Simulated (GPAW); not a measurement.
**A GW chain in GPAW: CdBr2 (R-3m)**

How does a plane-wave GW calculation on CdBr2 (R-3m) run from the first input to the gap?

Calculated with GPAW 26.7.0; LDA and many-body steps on it, plane waves.

The database entry behind the starting cell has ideal inner coordinates that were not refined, so it need not match the best structure at ambient conditions.

**1. The structure**

The structure is trigonal, space group R-3m (No. 166). The conventional cell has a = 3.950 Å, b = 3.950 Å, c = 18.670 Å, α = 90.00°, β = 90.00°, γ = 120.00°. Cd has 6 Br at 2.76 Å nearest. Br has 3 Cd at 2.76 Å nearest. Farther neighbours and most contacts between anions are not listed.

The cell and positions come from the Crystallography Open Database and are kept as given unless a step says otherwise.

**2. Ground state**

This step: GPAW 26.7.0; DFT, LDA, plane waves, PAW.

The ground-state density comes first.

run.py

```python
import json
import numpy as np
from gpaw.mpi import world
from ase import Atoms
from gpaw import GPAW, PW, FermiDirac

atoms = Atoms(['Cd', 'Br', 'Br'],
    cell=[[1.9750000000, 1.1402667816, 6.2233333333],
      [-1.9750000000, 1.1402667816, 6.2233333333],
      [0.0000000000, -2.2805335633, 6.2233333333]],
    scaled_positions=[[0.0000000000, 0.0000000000, 0.0000000000],
      [0.2500000000, 0.2500000000, 0.2500000000],
      [0.7500000000, 0.7500000000, 0.7500000000]],
    pbc=(True, True, True))
calc = GPAW(mode=PW(450),
    xc='LDA',
    kpts={'size': (8, 8, 8), 'gamma': True},
    occupations=FermiDirac(0.001),
    nbands=-7,
    convergence={'density': 1e-6, 'bands': -3},
    maxiter=100,
    txt='gs.txt')
atoms.calc = calc
res = {'energy': atoms.get_potential_energy()}
kpts = calc.get_ibz_k_points()
res['kpts'] = kpts
res['eigenvalues'] = [calc.get_eigenvalues(kpt=k) for k in range(len(kpts))]
res['n_electrons'] = calc.get_number_of_electrons()
calc.write('gs.gpw')

if world.rank == 0:
    with open('result.json', 'w') as f:
        json.dump(res, f, default=lambda x: x.tolist())
```

Started as:

```console
$ mpirun -n 4 gpaw python run.py
```

Numbers of over 12 decimals in the logs are rounded to 6 here.

The program printed:

```text
__  _  _
 | _ |_)|_||  |
 |__||  | ||/\| - 26.7.0

Input parameters:
  mode=PW(ecut=450.000000),
  convergence={'density': 1e-06, 'bands': -3},
  kpts=MonkhorstPack(size=(8, 8, 8), gamma=True),
  maxiter=100,
  nbands=-7,
  occupations=Occupations(name='fermi-dirac', width=0.001, fixmagmom=False),
  xc=XC(name='LDA')
  [... matrices ...]
Diagonalizing LCAO Hamiltonian
Converting LCAO to pw mode

       Br

       Br

       Cd

Atoms  # Å, Bohr magnetons
|   | symbol |        x |         y |         z |    initial magnetic moments |
| 0 |     Cd | 0.000000 |  0.000000 |  0.000000 | ( 0.0000,  0.0000,  0.0000) |
| 1 |     Br | 0.000000 | -0.000000 |  4.667500 | ( 0.0000,  0.0000,  0.0000) |
| 2 |     Br | 0.000000 | -0.000000 | 14.002500 | ( 0.0000,  0.0000,  0.0000) |

Unit cell  # Å
| periodic |         x |         y |        z |  lengths |    angles |
|      yes |  1.975000 |  1.140267 | 6.223333 | 6.628025 | 34.672295 |
|      yes | -1.975000 |  1.140267 | 6.223333 | 6.628025 | 34.672295 |
|      yes |  0.000000 | -2.280534 | 6.223333 | 6.628025 | 34.672295 |

Number of symmetries: 12
Symmetry operations  # r_c * U_cc + t_c -> r_c
|    | kind |            matrix            |
|  0 |  E   |  1, 0, 0,  0, 1, 0,  0, 0, 1 |
|  1 |  σ   |  1, 0, 0,  0, 0, 1,  0, 1, 0 |
|  2 |  σ   |  0, 1, 0,  1, 0, 0,  0, 0, 1 |
|  3 |  C3  |  0, 1, 0,  0, 0, 1,  1, 0, 0 |
|  4 |  C3  |  0, 0, 1,  1, 0, 0,  0, 1, 0 |
|  5 |  σ   |  0, 0, 1,  0, 1, 0,  1, 0, 0 |
|  6 |  C2  |  0, 0,-1,  0,-1, 0, -1, 0, 0 |
|  7 |  S6  |  0, 0,-1, -1, 0, 0,  0,-1, 0 |
|  8 |  S6  |  0,-1, 0,  0, 0,-1, -1, 0, 0 |
|  9 |  C2  |  0,-1, 0, -1, 0, 0,  0, 0,-1 |
| 10 |  C2  | -1, 0, 0,  0, 0,-1,  0,-1, 0 |
| 11 |  i   | -1, 0, 0,  0,-1, 0,  0, 0,-1 |

BZ-sampling:
  Number of BZ points: 512
  Number of IBZ points: 65

  Monkhorst-Pack size: [8, 8, 8]
  Monkhorst-Pack shift: [0.0625, 0.0625, 0.0625]

K-points  # in reciprocal-cell coordinates
|     |                                coordinates |     weight |
|   0 | (  0.00000000,   0.00000000,   0.00000000) | 0.00195312 |
|   1 | (  0.12500000,   0.00000000,  -0.12500000) | 0.01171875 |
|   2 | (  0.12500000,   0.00000000,   0.00000000) | 0.01171875 |
|   3 | (  0.12500000,   0.12500000,  -0.12500000) | 0.01171875 |
|   4 | (  0.12500000,   0.12500000,   0.00000000) | 0.01171875 |
|   5 | (  0.12500000,   0.12500000,   0.12500000) | 0.00390625 |
|   6 | (  0.25000000,  -0.12500000,  -0.12500000) | 0.01171875 |
|   7 | (  0.25000000,   0.00000000,  -0.25000000) | 0.01171875 |
|   8 | (  0.25000000,   0.00000000,  -0.12500000) | 0.02343750 |
|   9 | (  0.25000000,   0.00000000,   0.00000000) | 0.01171875 |
| ... |                                            |            |
|  64 | (  0.50000000,   0.50000000,   0.50000000) | 0.00195312 |

Plane wave coefficients: 1837
Cutoff: 450.000000 eV

Spin-components: 1 (collinear spins)
Bands:           20
Projectors:      16
Spin-degeneracy: 2
Datatype:        complex128

  Storage: CPU
  Wave functions: 37_502_400 bytes (9_375_600 per core)
  Projectors: 43_127_760 bytes (10_781_940 per core)
  [... matrices ...]
Parallelization:
  kpt:    4
  domain: 1
  band:   1

Density:
  Valence electrons: 26.0
  Components: 1
  Grid points: [35 35 35]
  Charge: 0.0  # |e|

Potential:
  Grid points: [35 35 35]

species:
  Cd:
    name:    Cadmium
    Z:       48.0
    valence: 12
    core:    36
    charge:  0.0  # [|e|]
    compensation charges:
      type: gauss
      rc: 0.38  # [Å]
      lmax: 2
    cutoffs:
      filter: 2.12  # [Å]
      core: 2.62  # [Å]
    projectors
    | kind |    occ | energy [eV] | rcut [Å] |
    |   5s |  2.000 |      -5.950 |    1.191 |
    |   5p |  0.000 |      -1.328 |    1.228 |
    |   4d | 10.000 |     -11.904 |    1.164 |
    |    s |        |      21.261 |    1.191 |
    |    p |        |      25.883 |    1.228 |
    |    d |        |      15.307 |    1.164 |

    Using partial waves for Cd as LCAO basis

  Br:
    name:    Bromine
    Z:       35.0
    valence: 7
    core:    28
    charge:  0.0  # [|e|]
    compensation charges:
      type: gauss
      rc: 0.35  # [Å]
      lmax: 2
    cutoffs:
      filter: 1.98  # [Å]
      core: 2.38  # [Å]
    projectors
    | kind |    occ | energy [eV] | rcut [Å] |
    |   4s |  2.000 |     -20.306 |    1.111 |
    |   4p |  5.000 |      -8.003 |    1.111 |
    |    s |        |       6.906 |    1.111 |
    |    p |        |      19.208 |    1.111 |
    |    d |        |       0.000 |    1.111 |

    Using partial waves for Br as LCAO basis

Reference energy: -293661.055429  # eV

eigensolver:
  PPCG
  Converge bands: -3
  niter=2

density mixing:
  MSR1-Mixer
  Pratt-step length: 0.05
  Maximum mixing coefficient: 0.75
  Old densities: 10
  SVD Regularization: 0.005
  Good broyden scale: 1.0
  Trust region scale: 1.0
  Backstep threshold: 4.0
  History deletion threshold: 6.0
  Fourier metric: weight=20.0, sigma=0.015

occupation numbers:
  Fermi-Dirac:
    width: 0.0010  # eV

poisson solver:
  ecut: 3600.000000  # eV

xc functional:
  name: None

Initialization done in: 1.206 s

convergence criteria:
- Maximum integral of absolute [dens]ity change: 1e-06 electrons / valence electron
- Maximum [total energy] change in last 3 cyles: 0.0005 eV / valence electron
- Maximum integral of absolute [eigenst]ate change: 4e-08 eV^2 / valence electron
maximum number of iterations: 100

SCF iterations
|iter     |     time |      energy | eigst |  dens |
|iter:   1|  |   -8.828483 | +0.60 |       |
|iter:   2|  |   -8.732262 | -0.63 | -1.30 |
|iter:   3|  |   -8.410259 | -1.34 | -1.34 |
|iter:   4|  |   -8.403209 | -3.49 | -1.87 |
|iter:   5|  |   -8.402264c| -3.67 | -2.42 |
|iter:   6|  |   -8.402251c| -5.56 | -3.01 |
|iter:   7|  |   -8.402251c| -6.77 | -3.75 |
|iter:   8|  |   -8.402251c| -7.67c| -4.26 |
|iter:   9|  |   -8.402251c| -8.29c| -4.78 |
|iter:  10|  |   -8.402251c| -9.07c| -5.57 |
|iter:  11|  |   -8.402251c| -9.52c| -6.45c|

Converged in 11 steps
SCF loop duration: 20.312 s (1.847 s/step)
Energy contributions relative to reference atoms: (reference = -293661.055429)
  [... matrices ...]
Energy contributions:
  Kinetic:          21.069712
  Coulomb:         -18.891205
  Zero:             -0.005238
  External:          0.000000
  Xc:              -10.575521
  Entropy:          -0.000000
  Spinorbit:         0.000000
  ----------------------------
  Free energy:      -8.402251
  Extrapolated:     -8.402251

dipole moment: (0.000000, 0.000000, -61.392631)  # |e|*Ang

Fermi level: 3.064
Eigenvalues  # (at kpt = [0.000, 0.000, 0.000])
| band index |      eig [eV] | occ [0-2] |
|          0 |       -12.356 |     2.000 |
|        ... |               |           |
|          5 |        -4.994 |     2.000 |
|          6 |        -4.994 |     2.000 |
|          7 |        -1.973 |     2.000 |
|          8 |         1.171 |     2.000 |
|          9 |         1.171 |     2.000 |
|         10 |         1.458 |     2.000 |
|         11 |         1.510 |     2.000 |
|         12 |         1.510 |     2.000 |
|         13 |         4.244 |     0.000 |
|         14 |         6.716 |     0.000 |
|         15 |         9.472 |     0.000 |
|         16 |         9.472 |     0.000 |
|         17 |        11.572 |     0.000 |
|         18 |        12.337 |     0.000 |
|         19 |        12.337 |     0.000 |

Gap: 2.555 eV
Transition (v -> c):
  (s=0, k=11, n=12, [0.25, 0.12, -0.12]) -> (s=0, k=0, n=13, [0.00, 0.00, 0.00])
Direct/indirect transitions are different
Direct gap: 2.734 eV
Transition at: (s=0, k=0, n=12, [0.00, 0.00, 0.00])
# Writing to gs.gpw (mode='')
  [... matrices ...]
```

Wall time 23 s (4 MPI ranks of Arm Neoverse V2, shared host); peak memory 0.86 GiB.

This step gave:

```yaml
total_energy: -8.402 eV
gap: 2.555 eV
k_of_the_valence_top: 0.25, 0.125, -0.125
k_of_the_conduction_bottom: 0, 0, 0
least_direct_gap: 2.734 eV
```

The gap is indirect, with the least direct gap 0.18 eV higher.

**3. Empty states on the mesh, 4×4×4 mesh, 77 bands**

The sums over transitions need many empty states on a uniform mesh; this step solves for them.

run.py

```python
import json
import numpy as np
from gpaw.mpi import world
from gpaw import GPAW

calc = GPAW('gs.gpw').fixed_density(kpts={'size': (4, 4, 4), 'gamma': True},
    nbands=89,
    convergence={'bands': 77},
    txt='nscf.txt')
calc.write('full.gpw', mode='all')
res = {}
kpts = calc.get_ibz_k_points()
res['kpts'] = kpts
res['eigenvalues'] = [calc.get_eigenvalues(kpt=k) for k in range(len(kpts))]
res['n_electrons'] = calc.get_number_of_electrons()

if world.rank == 0:
    with open('result.json', 'w') as f:
        json.dump(res, f, default=lambda x: x.tolist())
```

Started as:

```console
$ mpirun -n 4 gpaw python run.py
```

The program printed:

```text
Diagonalizing LCAO Hamiltonian
Converting LCAO to pw mode
convergence criteria:
- Maximum integral of absolute [eigenst]ate change: 4e-08 eV^2 / valence electron
maximum number of iterations: 100

SCF iterations
|iter     |     time |      energy | eigst |  dens |
|iter:   1|  |             | +3.85 |       |
|iter:   2|  |             | +2.63 |       |
|iter:   3|  |             | +1.53 |       |
[...]
|iter:  13|  |             | -6.89 |       |
|iter:  14|  |             | -7.39 |       |
|iter:  15|  |             | -7.74c|       |
SCF steps: 15
  __  _  _
 | _ |_)|_||  |
 |__||  | ||/\| - 26.7.0

Input parameters:
  mode=PW(ecut=450.000000),
  convergence={'bands': 77},
  gpts=array([35, 35, 35]),
  kpts=MonkhorstPack(size=(4, 4, 4), gamma=True),
  maxiter=100,
  nbands=89,
  occupations=Occupations(name='fermi-dirac', width=0.001, fixmagmom=False),
  parallel={},
  xc=XC(name='LDA')
# Writing to full.gpw (mode='all')
  [... matrices ...]

timing:  # [seconds]
  Total: 0.026  # ━━━━━━━━━━━━━━━━━━━━━━━━━━━━━━━━━━━━━━━━━━━━━━━━━━━━━━━━━━━
```

Run time: 32 s. Hardware: 4 MPI ranks; peak memory 0.89 GiB; 2.1 min of CPU time.

Numbers from this step:

```yaml
gap: 2.584 eV
k_of_the_valence_top: 0.5, 0.5, 0
k_of_the_conduction_bottom: 0, 0, 0
least_direct_gap: 2.734 eV
k_points_computed: 13
lowest_point_of_the_top_converged_band_above_the_valence_top: 44.00 eV
```

On this mesh the gap is 2.584 eV.

**4. Screening and self-energy, 4×4×4 mesh, 67 bands, screening to 50 eV**

G0W0 replaces the xc potential by the self-energy, built once from these orbitals. Only a window of levels is corrected, while the sums run over the empty bands that the input names.

This step: G0W0 on LDA, plane waves, PAW.

run.py

```python
import json
import numpy as np
from gpaw.mpi import world
from gpaw.response.g0w0 import G0W0

gw = G0W0('full.gpw',
    filename='gw',
    kpts=[0, 10],
    bands=(11, 15),
    ecut=50,
    nbands=67,
    integrate_gamma='WS',
    ppa=True)
gw.calculate()
res = {mode: {k: v for k, v in r.items() if k != 'sigma_eskwn'}
       for mode, r in gw.all_results.items()}

if world.rank == 0:
    with open('result.json', 'w') as f:
        json.dump(res, f, default=lambda x: x.tolist())
```

Started as:

```console
$ mpirun -n 4 gpaw python run.py
```

The program printed:

```text
Using integrator: PointIntegrator
FrequencyGridDescriptor(from 0.000+0.000j to 0.000+27.211j eV, 2 points)
Nonperiodic BCs:  [False False False]
Using integrator: PointIntegrator
FrequencyGridDescriptor(from 0.000+0.000j to 0.000+27.211j eV, 2 points)
Nonperiodic BCs:  [False False False]
  ___  _ _ _
 |   || | | |
 | | || | | |
 |__ ||_____|
 |___|

BZ k-points: Symmetries present (total): 12

  [... matrices ...]
64 k-points: 4 x 4 x 4 Monkhorst-Pack grid + [1/8,1/8,1/8]
13 k-points in the irreducible part of the Brillouin zone
       k-points in crystal coordinates                weights
   0:     0.00000000    0.00000000    0.00000000          1/64
   1:     0.25000000    0.00000000   -0.25000000          6/64
   2:     0.25000000    0.00000000    0.00000000          6/64
   3:     0.25000000    0.25000000   -0.25000000          6/64
   4:     0.25000000    0.25000000    0.00000000          6/64
   5:     0.25000000    0.25000000    0.25000000          2/64
   6:     0.50000000    0.00000000    0.00000000          3/64
   7:     0.50000000    0.25000000   -0.25000000          6/64
   8:     0.50000000    0.25000000    0.00000000         12/64
   9:     0.50000000    0.25000000    0.25000000          6/64
          ...
  12:     0.50000000    0.50000000    0.50000000          1/64

Distributing spins, k-points and bands (1 x 2 x 4) over 4 processes
Number of blocks: 1

Quasi particle states:
k-points (IBZ indices): [0, 10]
Band range: (11, 15)
  [... matrices ...]
Computational parameters:
Plane wave cut-off: 50 eV
Number of bands: 67
Coulomb cutoff: None
Broadening: 0.1 eV

fxc modes: GW
Kernel: RPA
Using Godby-Needs plasmon-pole approximation:
  Fitting energy: i*E0, E0 = 1.000 Hartree
Summing all q:

Calculating screened Coulomb potential
No Coulomb truncation
FrequencyGridDescriptor(from 0.000+0.000j to 0.000+27.211j eV, 2 points)
Removing empty qpoint cache files...

Calculating chi0 body with:
    Ground state adapter containing:
    Number of spins: 1
    Number of kpoints: 64
    Number of irreducible kpoints: 13
    Number of completely occupied states: 13
    Number of partially occupied states: 13
    Occupied states memory: 8.504868 M / cpu

    Linear response parametrization:
    q_c: [0.0, 0.0, 0.0]
    Number of frequency points: 2
    Planewave cutoff: 50.0
    Number of bands: 67
    Number of planewaves: 61
    Broadening (eta): 1e-06
    comm.size: 4
    kncomm.size: 4
    blockcomm.size: 1

    Memory estimate of potentially large arrays:
        chi0_wGG: 0.113556 M / cpu
Integrating chi0 body.

Symmetries of q_c:
    Direct symmetries (Uq -> q): 12
    Indirect symmetries (TUq -> q): 0
In total 12 allowed symmetries.

  [... matrices ...]
13 groups of equivalent kpoints. 79.6875% reduction.

Integral kind: response function
Integrating chi0 head and wings.

Symmetries of q_c:
    Direct symmetries (Uq -> q): 12
    Indirect symmetries (TUq -> q): 0
In total 12 allowed symmetries.

  [... matrices ...]
13 groups of equivalent kpoints. 79.6875% reduction.

Integral kind: response function wings

Calculating chi0 body with:
    Ground state adapter containing:
    Number of spins: 1
    Number of kpoints: 64
    Number of irreducible kpoints: 13
    Number of completely occupied states: 13
    Number of partially occupied states: 13
    Occupied states memory: 8.504868 M / cpu

[... the further q-points ...]

Results:
f:      Occupation numbers
eps:     KS-eigenvalues [eV]
vxc:     KS vxc [eV]
exx:     Exact exchange [eV]
sigma:   Self-energies [eV]
dsigma:  Self-energy derivatives
Z:       Renormalization factors
qp:      QP-energies [eV]

k-point 0 (0): (0.000, 0.000, 0.000)                GW
band       f     eps     vxc     exx   sigma  dsigma       Z      qp
                                                                   GW
  11   1.000   1.510 -18.320 -21.600   2.768  -0.241   0.806   1.097
  12   1.000   1.510 -18.320 -21.600   2.768  -0.241   0.806   1.097
  13   0.000   4.244 -13.922  -9.537  -2.801  -0.197   0.836   5.568
  14   0.000   6.716 -10.632  -5.951  -3.347  -0.191   0.840   7.836

k-point 1 (10): (0.500, 0.500, 0.000)                GW
band       f     eps     vxc     exx   sigma  dsigma       Z      qp
                                                                   GW
  11   1.000   1.589 -18.329 -21.583   2.751  -0.240   0.806   1.183
  12   1.000   1.660 -18.228 -21.518   2.779  -0.241   0.806   1.248
  13   0.000   4.869 -13.614  -9.008  -2.877  -0.200   0.834   6.310
  14   0.000   7.047 -10.896  -6.225  -3.315  -0.193   0.838   8.183
```

Run time: 67 s. Hardware: 4 MPI ranks; peak memory 1.8 GiB; 4.5 min of CPU time.

This step gave:

* G0W0 gap on the points computed: 4.319 eV
* least direct G0W0 gap on the computed points: 4.470 eV
* Z at the valence top: 0.8060
* Z at the conduction bottom: 0.8357
* starting gap on the mesh: 2.584 eV
* k of the valence top: 0.5, 0.5, 0
* k of the conduction bottom: 0, 0, 0

The gap on the mesh goes from 2.58 eV to 4.32 eV, a correction of +1.74 eV. The start differs from the 2.56 eV found before because the two sample other k points.

Limits: finite bands, cutoff and mesh; no spin-orbit coupling. v1 is the top filled band, c1 the lowest empty one. Levels before and after the correction, in eV, zero at the valence-band top of each column:

|  | conduction bottom | valence top |
| --- | --- | --- |
| Kohn-Sham | 2.58 | 0.00 |
| G0W0 | 4.32 | 0.00 |

|  | level | energy (eV) |
| --- | --- | --- |
| Kohn-Sham | Γ v2-v1 | -0.150 |
| Kohn-Sham | Γ c1 | 2.584 |
| Kohn-Sham | Γ c2 | 5.056 |
| Kohn-Sham | (0.5 0.5 0) v2 | -0.072 |
| Kohn-Sham | (0.5 0.5 0) v1 | 0.000 |
| Kohn-Sham | (0.5 0.5 0) c1 | 3.209 |
| Kohn-Sham | (0.5 0.5 0) c2 | 5.386 |
| G0W0 | Γ v2-v1 | -0.151 |
| G0W0 | Γ c1 | 4.319 |
| G0W0 | Γ c2 | 6.588 |
| G0W0 | (0.5 0.5 0) v2 | -0.065 |
| G0W0 | (0.5 0.5 0) v1 | 0.000 |
| G0W0 | (0.5 0.5 0) c1 | 5.062 |
| G0W0 | (0.5 0.5 0) c2 | 6.935 |

**5. Where the time went**

Times are wall times on 4 MPI ranks of Arm Neoverse V2, shared host, good to a factor of about two.

| step | time | share | memory (GiB) |
| --- | --- | --- | --- |
| ground state | 23 s | 19 % | 0.86 |
| empty states on the mesh | 32 s | 26 % | 0.89 |
| screening and self-energy | 67 s | 55 % | 1.8 |

**6. What came out**

```
LDA gap                              : 2.56 eV, indirect
G0W0 gap on the mesh                 : 4.32 eV
G0W0 gap over the zone (rigid shift) : 4.29 eV
GW settings                          : 4×4×4 mesh, 67 bands, screening to 50 eV, Godby-Needs plasmon pole
known limits                         : not at the basis limit; no spin-orbit coupling
```

G0W0 moves the gap on the mesh from 2.58 eV to 4.32 eV (+1.74 eV), with Z of 0.81 and 0.84 at the edges. The mesh misses the band edges by 0.03 eV in all; a rigid shift gives 4.29 eV for the zone. Only 2 of the mesh's irreducible points were corrected, so a valley elsewhere could overtake. The dearest step here is «screening and self-energy». Bands and cutoff are finite, so the gap is not at the basis limit. The miss can reach some tenths of an eV and take either sign; the mesh is an error of its own. These stock PAW sets were not made for GW; the filled d or f shell of Br lies in the frozen core, which bears on start and correction. In the G0W0 run levels were corrected at 2 k points alone, so a gap called «on the mesh» is the least over those, and an edge elsewhere would be missed. The many-body steps are scalar-relativistic: spin-orbit coupling is not in them.

[Paths, hosts, dates, memory and timing lines, banners, echoed tables and standing remarks are left out of the program output.]

[Logs are printed without paths, hosts, clocks, repeated set-up lines and the standing remarks that a program may print on its own settings, such as how far it seeks lower states.]

[Runs of the session that timed out or met a known fault of the program may be left out.]

[Hosts, paths, dates, database ids (printed as entryN), source tags and the programs' standing remarks are cut or masked in the printed files.]
